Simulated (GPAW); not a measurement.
Consider YTe (Fm-3m).

```xyz
2
Lattice="0.0000 3.0400 3.0400 3.0400 0.0000 3.0400 3.0400 3.0400 0.0000" Properties=species:S:1:pos:R:3 pbc="T T T"
Te    0.0000    0.0000    0.0000
Y     3.0400    3.0400    3.0400
```

Absorber: atom 2, with 6 Te at 3.04 Å (octahedral, site symmetry m-3m). Method: GPAW, LDA, excited-electron core hole (neutral cell), 8-atom cell with 6.1 Å between holes, 3×3×3 k points, dipole transitions, Gaussian full width 1.5 eV up to 4 eV, rising linearly to 3.5 eV at 25 eV.

The database entry behind the starting cell differs from later determinations by our own check (0.1 to 0.3 % short, probably kX units), so it need not match the best structure at ambient conditions.

Question: Where do the maxima of the Y L₃ edge fall?

Main maxima up to 30 eV above the zero (height): 0.8 eV (3.77), 6.4 eV (0.91), 13.4 eV (0.69) and 23.2 eV (0.77). At an L edge the dipole rule selects empty d (and weakly s) states on the absorber, and the strong line at the onset measures the empty part of its d band. 

The Y L₃ spectrum (energy from the lowest empty level; intensity scaled to a mean of 1 over the first 20 eV):

| E (eV) | intensity |
| --- | --- |
| -2.0 | 0.01 |
| -1.5 | 0.08 |
| -1.0 | 0.44 |
| -0.5 | 1.43 |
| 0.0 | 2.80 |
| 0.5 | 3.65 |
| 1.0 | 3.71 |
| 1.5 | 3.33 |
| 2.0 | 2.83 |
| 2.5 | 2.22 |
| 3.0 | 1.54 |
| 3.5 | 0.96 |
| 4.0 | 0.64 |
| 4.5 | 0.52 |
| 5.0 | 0.56 |
| 5.5 | 0.73 |
| 6.0 | 0.88 |
| 6.5 | 0.91 |
| 7.0 | 0.83 |
| 7.5 | 0.73 |
| 8.0 | 0.66 |
| 8.5 | 0.65 |
| 9.0 | 0.65 |
| 9.5 | 0.66 |
| 10.0 | 0.66 |
| 10.5 | 0.66 |
| 11.0 | 0.63 |
| 11.5 | 0.60 |
| 12.0 | 0.60 |
| 12.5 | 0.64 |
| 13.0 | 0.68 |
| 13.5 | 0.69 |
| 14.0 | 0.68 |
| 14.5 | 0.68 |
| 15.0 | 0.68 |
| 15.5 | 0.67 |
| 16.0 | 0.61 |
| 16.5 | 0.54 |
| 17.0 | 0.47 |
| 17.5 | 0.43 |
| 18.0 | 0.43 |
| 18.5 | 0.45 |
| 19.0 | 0.49 |
| 19.5 | 0.54 |
| 20.0 | 0.58 |
| 20.5 | 0.62 |
| 21.0 | 0.66 |
| 21.5 | 0.69 |
| 22.0 | 0.73 |
| 22.5 | 0.75 |
| 23.0 | 0.77 |
| 23.5 | 0.77 |
| 24.0 | 0.75 |
| 24.5 | 0.71 |
| 25.0 | 0.65 |
| 25.5 | 0.60 |
| 26.0 | 0.54 |
| 26.5 | 0.50 |
| 27.0 | 0.47 |
| 27.5 | 0.45 |
| 28.0 | 0.44 |
| 28.5 | 0.45 |
| 29.0 | 0.47 |
| 29.5 | 0.49 |
| 30.0 | 0.51 |
| 30.5 | 0.54 |
| 31.0 | 0.56 |
| 31.5 | 0.57 |
| 32.0 | 0.56 |

Only the L₃ part is meant: spin–orbit coupling of the core level isn't computed and the L₂ copy isn't added. The primitive cell holds an odd number of electrons, so a spin-paired run has to come out metallic; that is right for a metal, but some such compounds are magnetic or distorted insulators. The holes are only 6.1 Å apart, so the shape is probably not converged with cell size; no larger cell was run here. The mesh is coarse (0.34 Å⁻¹ between points), so small maxima may be mesh ripples. Lifetime broadening is put in by hand, and intensities beyond about 20 eV depend on it and on the partial waves; weight that the partial waves miss at high energy is lost. The structure is a published determination, not relaxed.

[Banner, clock and machine lines of the logs are left out without a mark of their own.]

[Logs are printed without paths, hosts, clocks, repeated set-up lines and the standing remarks that a program may print on its own settings, such as how far it seeks lower states.]

[Hosts, paths, dates, database ids (printed as entryN), source tags and the programs' standing remarks are cut or masked in the printed files.]

[Lists of maxima count a maximum above −3 eV only where it reaches 4 % of the highest in the window and stands out from its surroundings by 2 % of it (1.5 % where it reaches 55 %); shoulders and weaker maxima are passed over, and of the rest the first, up to two pre-edge ones and the few strongest are named.]
